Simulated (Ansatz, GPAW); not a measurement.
# Dielectric function and optical constants of In2S (model structure)

Aim: the dielectric function of In2S (model structure), and the optical constants that follow from it. The structure is a model built here, which may or may not match a known phase. It was built so: All Tl replaced by In in the P-3m1 structure of Tl2S. The cell is first relaxed with Ansatz.

Program: GPAW 26.7.0. Level of theory: DFT, revPBE, plane-wave PAW (GPAW data sets), scalar-relativistic, RPA, optical limit. Results are calculated unless marked as measured.

## Step 1: The structure

Symmetry: P-3m1, No. 164, trigonal system. Conventional cell: a = 3.995 Å, b = 3.995 Å, c = 5.980 Å, α = 90.00°, β = 90.00°, γ = 120.00°. In has 3 S at 2.83 Å nearest. Nearest to S lie 6 In at 2.83 Å. All Tl replaced by In in the P-3m1 structure of Tl2S. Farther neighbours and most contacts between anions are not listed.

## Step 2: Relaxation

The structure was built or cut out here, so it is relaxed before any spectrum is computed.

This step: DFT, revPBE, plane-wave PAW, default files, scalar-relativistic, relaxation (Ansatz 0.2.0).

Contents of input.yaml:

```yaml
crystal:
  lattice:
    - [3.99463291, 0.0, 0.0]
    - [-1.99731646, 3.45945358, 0.0]
    - [0.0, 0.0, 5.98044219]
  atoms:
    - { symbol: In, position: [0.66666667, 0.33333333, 0.2742] }
    - { symbol: In, position: [0.33333333, 0.66666667, 0.7258] }
    - { symbol: S, position: [0.0, 0.0, 0.0] }
kpoints:
  mp_grid: { grid: [7, 7, 4] }
scf:
  occupations: { method: fermi_dirac, width: 0.05 }
hamiltonian:
  xc: revpbe
output:
  forces: true
  stress: true
relax:
  f_tol: 0.02
  max_steps: 50
  cell: {}
```

Run with:

```bash
ansatz run input.yaml --threads 1 --pin off --max-ram 4096MiB --backend cpu --events-out ev --progress --plain --runs-dir out
```

Numbers of over 12 decimals in the logs are rounded to 6 here.

The program printed:

```text
Engine: ansatz 0.2.0, aarch64-unknown-linux-gnu
Pseudopotentials: kind: paw
Pseudopotential: In, paw, valence charge 13, recommended cutoff 420 eV (normal), In.paw.azcp
Pseudopotential: S, paw, valence charge 6, recommended cutoff 420 eV (normal), S.paw.azcp
Functional definition: revPBE
  parameter kappa = 1.245
  parameter beta = 0.066725
  exchange = pbe_x(kappa = kappa, mu = beta*pi^2/3)
  correlation = pbe_c(beta = beta)
Crystal: 3 atoms, lattice volume = 82.645 Å³
Basis set: ecut = 420 eV, 1639 PW (Γ), exchange–correlation on 54×54×80 points (8 copies of the dense FFT grid, shifted against one another)
Bands: 20, of which v1, the nominal top of the filled ones, is band 16 counted from 1 (15 counted from 0)
Symmetry: 12 space group operations
Space group: P-3m1 (ITA 164), of the structure as read, at distance tolerance 4.4e-5 Å
k-points: 28 of 196
Non-local potential: In, projectors of the file, l = 0: 2, l = 1: 2, l = 2: 2, l = 3: 2
Non-local potential: S, projectors of the file, l = 0: 2, l = 1: 2, l = 2: 2
PAW form: soft (Blöchl's): semilocal exchange-correlation on the pseudo side does not see the compensation charge
PAW frozen core: In, regenerated for the run's functional, and the local potential with it (the file was generated under x = pbe(κ = 0.804, μ = 0.219515), c = pbe(β = 0.066725))
PAW frozen core: S, regenerated for the run's functional, and the local potential with it (the file was generated under x = pbe(κ = 0.804, μ = 0.219515), c = pbe(β = 0.066725))
PAW one-centre angular grid: In, 590 points (default); XC on 64 Gauss nodes
PAW one-centre angular grid: S, 110 points (default); XC on 64 Gauss nodes
Initial density: superposition of atomic densities (neutral atoms: chi_scale 0, normalization atom), corrected by the library's trained network
Initial wavefunctions: pseudopotential atomic-orbital guess
Functional: x = revpbe(κ = 1.245, μ = 0.219515), c = pbe(β = 0.066725)
SCF iter   1: F=—  HF=-12113.090510 eV  |F-HF|=—  |Δ(HF+E_count)|=         —  Δρ=2.83e-3  dr2=4.64e-3  ethr=1.77e-3  ⟨swp⟩=6.2  Hψ=2771  notcnv=0
preconditioner: auto → Kerker (q_TF=auto, 2.329 Å⁻¹)  [metal: Δε(μ)=0.107 eV  Ē_g=13.843 eV  σ=0.050 eV  W_gap=0.47  n_scr=22 (ndim 8)  ℏωp=23.1 eV  f_vac=0.002  D(μ)=0.59/eV (n_scr^D=2)]
SCF iter   2: F=—  HF=-12113.087956 eV  |F-HF|=—  |Δ(HF+E_count)|=   2.55e-3  Δρ=1.10e-3  dr2=1.07e-3  ethr=1.45e-5  ⟨swp⟩=2.0  Hψ=1192  notcnv=0
SCF iter   3: F=—  HF=-12113.088138 eV  |F-HF|=—  |Δ(HF+E_count)|=   1.82e-4  Δρ=5.44e-4  dr2=3.23e-4  ethr=3.35e-6  ⟨swp⟩=1.1  Hψ=563  notcnv=0
SCF iter   4: F=—  HF=-12113.088247 eV  |F-HF|=—  |Δ(HF+E_count)|=   1.09e-4  Δρ=1.23e-4  dr2=1.59e-5  ethr=1.01e-6  ⟨swp⟩=2.0  Hψ=697  notcnv=0
SCF iter   5: F=—  HF=-12113.088263 eV  |F-HF|=—  |Δ(HF+E_count)|=   1.64e-5  Δρ=2.75e-5  dr2=9.44e-7  ethr=4.98e-8  ⟨swp⟩=2.0  Hψ=728  notcnv=0
SCF iter   6: F=-12113.088264 eV  HF=-12113.088264 eV  |F-HF|=5.87e-8  |Δ(HF+E_count)|=   9.76e-7  Δρ=8.87e-6  dr2=8.06e-8  ethr=3.13e-10  ⟨swp⟩=3.0  Hψ=2281  notcnv=0
SCF 1 converged in 6 iterations: F = -12113.088264 eV  dr2 = 8.06e-8
  greatest PAW one-centre occupation: 0.983 electrons in one spin orbital (limit 2), on the In atom at site 1 (counted from 0), in its partial waves of l = 2
relax step   1: F+E_penalty+E_count = -12113.08826433 eV  Δ(F+E_penalty+E_count) = +0.000e0 eV  max|allowed force component| = 4.408e-1 eV/Å  Δτ_max = 0.0000 Å  P = +2.324 GPa  Ω = 82.645 Å³  (6 SCF iters, dr2 threshold 1.00e-7 eV, accepted)
Crystal: 3 atoms, lattice volume = 85.118 Å³
Basis set: ecut = 420 eV, 1663 PW (Γ), exchange–correlation on 54×54×80 points (8 copies of the dense FFT grid, shifted against one another)
Initial density: handed on by an earlier stage of this run
Initial wavefunctions: those handed on with the density
iter 1 solved again at ethr=3.78e-5 eV; its pass at ethr=3.10e-3 eV (dr2=1.21e-2 eV) is discarded
SCF iter   1: F=—  HF=-12113.129261 eV  |F-HF|=—  |Δ(HF+E_count)|=         —  Δρ=3.68e-3  dr2=1.18e-2  ethr=3.78e-5  ⟨swp⟩=1.4  Hψ=3478  notcnv=0
preconditioner: auto → Resta (q_TF=auto, 2.318 Å⁻¹)  ε∞=3.8  [insulator: Δε(μ)=0.114 eV  Ē_g=13.685 eV  σ=0.050 eV  W_gap=0.50  n_scr=22 (ndim 8)  ℏωp=22.8 eV  f_vac=0.000  D(μ)=0.81/eV (n_scr^D=2)  ε∞_Penn≈3.8]
SCF iter   2: F=—  HF=-12113.126652 eV  |F-HF|=—  |Δ(HF+E_count)|=   2.61e-3  Δρ=1.97e-3  dr2=3.45e-3  ethr=3.69e-5  ⟨swp⟩=2.0  Hψ=1009  notcnv=0
preconditioner: auto → Kerker (q_TF=auto, 2.318 Å⁻¹)  [metal: Δε(μ)=0.100 eV  Ē_g=13.704 eV  σ=0.050 eV  W_gap=0.44  n_scr=22 (ndim 8)  ℏωp=22.8 eV  f_vac=0.000  D(μ)=0.85/eV (n_scr^D=2)]
SCF iter   3: F=—  HF=-12113.126179 eV  |F-HF|=—  |Δ(HF+E_count)|=   4.73e-4  Δρ=4.78e-4  dr2=4.50e-4  ethr=1.08e-5  ⟨swp⟩=2.2  Hψ=977  notcnv=0
SCF iter   4: F=—  HF=-12113.126256 eV  |F-HF|=—  |Δ(HF+E_count)|=   7.67e-5  Δρ=1.52e-4  dr2=3.98e-5  ethr=1.41e-6  ⟨swp⟩=2.1  Hψ=725  notcnv=0
SCF iter   5: F=—  HF=-12113.126321 eV  |F-HF|=—  |Δ(HF+E_count)|=   6.51e-5  Δρ=6.01e-5  dr2=4.65e-6  ethr=1.24e-7  ⟨swp⟩=2.0  Hψ=728  notcnv=0
SCF iter   6: F=—  HF=-12113.126327 eV  |F-HF|=—  |Δ(HF+E_count)|=   6.30e-6  Δρ=1.82e-5  dr2=4.80e-7  ethr=1.45e-8  ⟨swp⟩=2.3  Hψ=828  notcnv=0
SCF iter   7: F=-12113.126328 eV  HF=-12113.126327 eV  |F-HF|=3.82e-8  |Δ(HF+E_count)|=   4.77e-7  Δρ=7.26e-6  dr2=7.88e-8  ethr=9.37e-10  ⟨swp⟩=4.6  Hψ=1745  notcnv=0
SCF 2 converged in 7 iterations: F = -12113.126328 eV  dr2 = 7.88e-8
relax step   2: F+E_penalty+E_count = -12113.12632753 eV  Δ(F+E_penalty+E_count) = -3.806e-2 eV  max|allowed force component| = 2.279e-1 eV/Å  Δτ_max = 0.1005 Å  P = -0.328 GPa  Ω = 85.118 Å³  energy of the carried Pulay correction = -5.737e-4 eV  (7 SCF iters, dr2 threshold 3.00e-7 eV, accepted)
Crystal: 3 atoms, lattice volume = 85.868 Å³
iter 1 solved again at ethr=6.48e-6 eV; its pass at ethr=3.10e-3 eV (dr2=2.07e-3 eV) is discarded
SCF iter   1: F=—  HF=-12113.143287 eV  |F-HF|=—  |Δ(HF+E_count)|=         —  Δρ=1.67e-3  dr2=2.12e-3  ethr=6.48e-6  ⟨swp⟩=1.5  Hψ=3757  notcnv=0
preconditioner: auto → Resta (q_TF=auto, 2.314 Å⁻¹)  ε∞=3.7  [insulator: Δε(μ)=0.117 eV  Ē_g=13.724 eV  σ=0.050 eV  W_gap=0.52  n_scr=22 (ndim 8)  ℏωp=22.7 eV  f_vac=0.001  D(μ)=0.55/eV (n_scr^D=2)  ε∞_Penn≈3.7]
SCF iter   2: F=—  HF=-12113.142739 eV  |F-HF|=—  |Δ(HF+E_count)|=   5.48e-4  Δρ=7.55e-4  dr2=4.06e-4  ethr=6.48e-6  ⟨swp⟩=2.8  Hψ=1045  notcnv=0
SCF iter   3: F=—  HF=-12113.142690 eV  |F-HF|=—  |Δ(HF+E_count)|=   4.97e-5  Δρ=2.40e-4  dr2=5.54e-5  ethr=1.27e-6  ⟨swp⟩=2.0  Hψ=1008  notcnv=0
SCF iter   4: F=—  HF=-12113.142760 eV  |F-HF|=—  |Δ(HF+E_count)|=   7.09e-5  Δρ=5.58e-5  dr2=3.61e-6  ethr=1.73e-7  ⟨swp⟩=2.0  Hψ=727  notcnv=0
SCF iter   5: F=—  HF=-12113.142762 eV  |F-HF|=—  |Δ(HF+E_count)|=   1.22e-6  Δρ=2.07e-5  dr2=5.21e-7  ethr=1.13e-8  ⟨swp⟩=3.0  Hψ=1038  notcnv=0
SCF iter   6: F=-12113.142762 eV  HF=-12113.142762 eV  |F-HF|=5.23e-8  |Δ(HF+E_count)|=   5.52e-7  Δρ=5.15e-6  dr2=3.16e-8  ethr=9.37e-10  ⟨swp⟩=4.6  Hψ=1758  notcnv=0
SCF 3 converged in 6 iterations: F = -12113.142762 eV  dr2 = 3.16e-8
relax step   3: F+E_penalty+E_count = -12113.14276228 eV  Δ(F+E_penalty+E_count) = -1.643e-2 eV  max|allowed force component| = 2.618e-2 eV/Å  Δτ_max = 0.0354 Å  P = +0.020 GPa  Ω = 85.868 Å³  energy of the carried Pulay correction = -7.421e-4 eV  (6 SCF iters, dr2 threshold 3.00e-7 eV, accepted)
[...]
relax step   4: F+E_penalty+E_count = -12113.14550541 eV  Δ(F+E_penalty+E_count) = -2.743e-3 eV  max|allowed force component| = 2.093e-2 eV/Å  Δτ_max = 0.0021 Å  P = -0.146 GPa  Ω = 86.372 Å³  energy of the carried Pulay correction = -8.541e-4 eV  (5 SCF iters, dr2 threshold 3.00e-7 eV, accepted)
[...]
relax step   5: F+E_penalty+E_count = -12113.14632126 eV  Δ(F+E_penalty+E_count) = -8.159e-4 eV  max|allowed force component| = 5.928e-3 eV/Å  Δτ_max = 0.0029 Å  P = -0.061 GPa  Ω = 86.027 Å³  energy of the carried Pulay correction = -7.774e-4 eV  (4 SCF iters, dr2 threshold 2.55e-7 eV, accepted)
[...]
relax step   6: F+E_penalty+E_count = -12113.14654767 eV  Δ(F+E_penalty+E_count) = -2.264e-4 eV  max|allowed force component| = 2.081e-7 eV/Å  Δτ_max = 0.0028 Å  P = -0.005 GPa  Ω = 85.763 Å³  energy of the carried Pulay correction = -7.187e-4 eV  (5 SCF iters, dr2 threshold 4.46e-8 eV, accepted)
Basis set: ecut = 420 eV, 1651 PW (Γ), exchange–correlation on 60×60×80 points (8 copies of the dense FFT grid, shifted against one another)
Initial wavefunctions: pseudopotential atomic-orbital guess (no wavefunctions were taken with the density)
iter 1 solved again at ethr=4.34e-7 eV; its pass at ethr=3.10e-3 eV (dr2=1.39e-4 eV) is discarded
SCF iter   1: F=—  HF=-12113.147110 eV  |F-HF|=—  |Δ(HF+E_count)|=         —  Δρ=8.84e-5  dr2=1.25e-6  ethr=4.34e-7  ⟨swp⟩=2.9  Hψ=4086  notcnv=0
preconditioner: auto → Kerker (q_TF=auto, 2.315 Å⁻¹)  [metal: Δε(μ)=0.105 eV  Ē_g=13.714 eV  σ=0.050 eV  W_gap=0.46  n_scr=22 (ndim 8)  ℏωp=22.7 eV  f_vac=0.002  D(μ)=0.57/eV (n_scr^D=2)]
SCF iter   2: F=—  HF=-12113.147141 eV  |F-HF|=—  |Δ(HF+E_count)|=   3.04e-5  Δρ=4.37e-5  dr2=2.87e-7  ethr=3.89e-9  ⟨swp⟩=2.1  Hψ=982  notcnv=0
SCF iter   3: F=—  HF=-12113.147142 eV  |F-HF|=—  |Δ(HF+E_count)|=   9.38e-7  Δρ=1.02e-5  dr2=2.56e-8  ethr=8.96e-10  ⟨swp⟩=2.1  Hψ=935  notcnv=0
SCF iter   4: F=—  HF=-12113.147142 eV  |F-HF|=—  |Δ(HF+E_count)|=   4.96e-8  Δρ=1.09e-6  dr2=2.56e-9  ethr=8.01e-11  ⟨swp⟩=2.3  Hψ=981  notcnv=0
SCF iter   5: F=—  HF=-12113.147142 eV  |F-HF|=—  |Δ(HF+E_count)|=   1.17e-9  Δρ=4.67e-7  dr2=4.61e-10  ethr=8.01e-12  ⟨swp⟩=3.0  Hψ=1032  notcnv=0
SCF iter   6: F=—  HF=-12113.147142 eV  |F-HF|=—  |Δ(HF+E_count)|=  1.64e-10  Δρ=1.27e-7  dr2=3.56e-11  ethr=1.44e-12  ⟨swp⟩=2.5  Hψ=875  notcnv=0
SCF iter   7: F=-12113.147142 eV  HF=-12113.147142 eV  |F-HF|=1.82e-12  |Δ(HF+E_count)|=  1.64e-11  Δρ=6.11e-8  dr2=4.37e-12  ethr=1.00e-12  ⟨swp⟩=6.0  Hψ=2420  notcnv=0
SCF 7 converged in 7 iterations: F = -12113.147142 eV  dr2 = 4.37e-12
relax step   7: F+E_penalty+E_count = -12113.14714171 eV  Δ(F+E_penalty+E_count) = -5.940e-4 eV  max|allowed force component| = 2.161e-4 eV/Å  Δτ_max = 0.0000 Å  P = -0.013 GPa  Ω = 85.763 Å³  stress off target by 2.31e-2 GPa  SCF on the basis re-selected at this cell (its energy is not comparable with the rows above)  (7 SCF iters)
basis re-selected at this cell: Δ(F+E_penalty+E_count) = -5.940e-4 eV, ΔP = -0.009 GPa vs the last step (what re-selecting the basis moved, of the pressure what is left beyond the Pulay correction that the steps carried, after the strain that the cell walked since its last selection, with what the two solves' SCF thresholds leave and, on support functions, any second-order correction that the steps lacked; it is no measure of the basis error at this ecutwfc). The dense FFT grid was sized anew with the basis: this SCF ran on 30×30×40 points, the steps before it on 27×27×40, so part of this shift can come from that change (see relax.cell in the input reference). [rest of the remark cut]
SCF converged after 7 iterations
Free energy (F): -12113.147142 eV
Harris-Foulkes:  -12113.147142 eV  (|F-HF|=1.82e-12)
Internal energy: -12113.142485 eV  (E = F + TS)
E sigma→0 (E₀):  -12113.144814 eV
Entropy (-TS):   -0.004656 eV (-1.552 meV/atom)
Fermi energy:    7.509273 eV
--- Per-component energies (eV) ---
  E_band       = -115.988866
  E_kinetic    = 584.732152
  E_local      = -2602.807513  (includes V_loc(G=0)·N_el)
  E_nonlocal   = 760.361975
  E_hartree    = 1013.001585
  E_xc         = -528.735910
  E_vxc        = -284.660075  (∫ρ·V_xc dr)
  E_paw        = -8916.785595  (= ΣΔE_a)
  E_vpaw       = -599.618644  (= ΣTr[D̂ρ^β])
  E_aug_tail   = 0.000053  (compensation charges beyond the density's cutoff)
  E_ewald      = -2422.978362
  E_core_change = 0.069129  (= ΣΔE_core)
  E_smearing   = -0.004656  (= −TS)
  E_closure    = 0.000000  (closes the sum)
  Σ components = -12113.147142   (vs F -12113.147142, Δ=0.00e0)
--- Forces (eV/Å), atoms counted from 1 ---
  atom   1  In     0.00000000     0.00000000    -0.00021613
  atom   2  In     0.00000000     0.00000000     0.00021613
  atom   3  S      0.00000000    -0.00000000     0.00000000
  max |Σ_I F_I| component: 4.16e-17 eV/Å
--- Stress (GPa, compression-positive) ---
       -0.008309      -0.000000       0.000000
       -0.000000      -0.008309      -0.000000
        0.000000      -0.000000      -0.023141
  P = ⅓ Tr σ = -0.0133 GPa (-0.133 kbar)
--- Relaxed structure (6 steps of the walk, 6 accepted, 1 SCFs on fresh bases) ---
  F+E_penalty+E_count = -12113.14714171 eV   max|allowed force component| = 2.161e-4 eV/Å   (the final SCF, on the basis selected at the relaxed cell)
  cell:  # Å, volume = 85.7631 Å³
    - [4.140434, 2.992115405008841e-9, -3.107080785098985e-19]
    - [-2.070217, 3.585721, 3.1070807825063476e-19]
    - [-4.651670738780739e-19, 2.6856433442525695e-19, 5.776675]
  atoms:
    - { symbol: In, position: [0.666667, 0.333333, 0.286403] }
    - { symbol: In, position: [0.333333, 0.666667, 0.713597] }
    - { symbol: S, position: [0, 0, -1.5470191408276062e-18] }
```

Elapsed: 13 s, on 1 thread of Arm Neoverse V2, shared host; peak memory 0.36 GiB.

Relaxation path:

| step | energy less that of the first step (eV) | largest force component (eV/Å) | pressure (GPa) | volume (Å³) |
| --- | --- | --- | --- | --- |
| 1 | 0.0000 | 0.4408 | 2.32 | 82.65 |
| 2 | -0.0381 | 0.2279 | -0.33 | 85.12 |
| 3 | -0.0545 | 0.0262 | 0.02 | 85.87 |
| 4 | -0.0572 | 0.0209 | -0.15 | 86.37 |
| 5 | -0.0581 | 0.0059 | -0.06 | 86.03 |
| 6 | -0.0583 | 0.0000 | 0.00 | 85.76 |
| 7* | -0.0589 | 0.0002 | -0.01 | 85.76 |

Relaxation steps marked * repeat the geometry before them on a plane-wave basis chosen anew for their cell, so energy and pressure can jump there.

Forces are held to the 12 operations that the run works with; a distortion that breaks them can't arise in this run.

| conventional cell, symmetrised | before | after | change |
| --- | --- | --- | --- |
| a (Å) | 3.995 | 4.140 | +3.6 % |
| b (Å) | 3.995 | 4.140 | +3.6 % |
| c (Å) | 5.980 | 5.777 | -3.4 % |
| volume (Å³/atom) | 27.55 | 28.59 | +3.8 % |

The atoms that moved most (Å, as changes of fractional coordinates times the final cell):

| atom | dx | dy | dz | length |
| --- | --- | --- | --- | --- |
| In2 | 0.000 | 0.000 | -0.070 | 0.070 |
| In1 | 0.000 | 0.000 | 0.070 | 0.070 |

Final coordinates:

```xyz
3
Lattice="4.1404 0.0000 0.0000 -2.0702 3.5857 0.0000 0.0000 0.0000 5.7767" Properties=species:S:1:pos:R:3 pbc="T T T"
In    2.0702    1.1952    1.6545
In    0.0000    2.3905    4.1222
S     0.0000    0.0000    0.0000
```

The relaxation ends with a largest force component of 2.2e-4 eV/Å and a pressure of -0.01 GPa.

(Part 1 of 2 ends here.)

[Machine, clock and banner lines and Python warnings are left out of the logs.]

[Logs are printed without paths, hosts, clocks, repeated set-up lines and the standing remarks that a program may print on its own settings, such as how far it seeks lower states.]

[Hosts, paths, dates, database ids (printed as entryN), source tags and the programs' standing remarks are cut or masked in the printed files.]
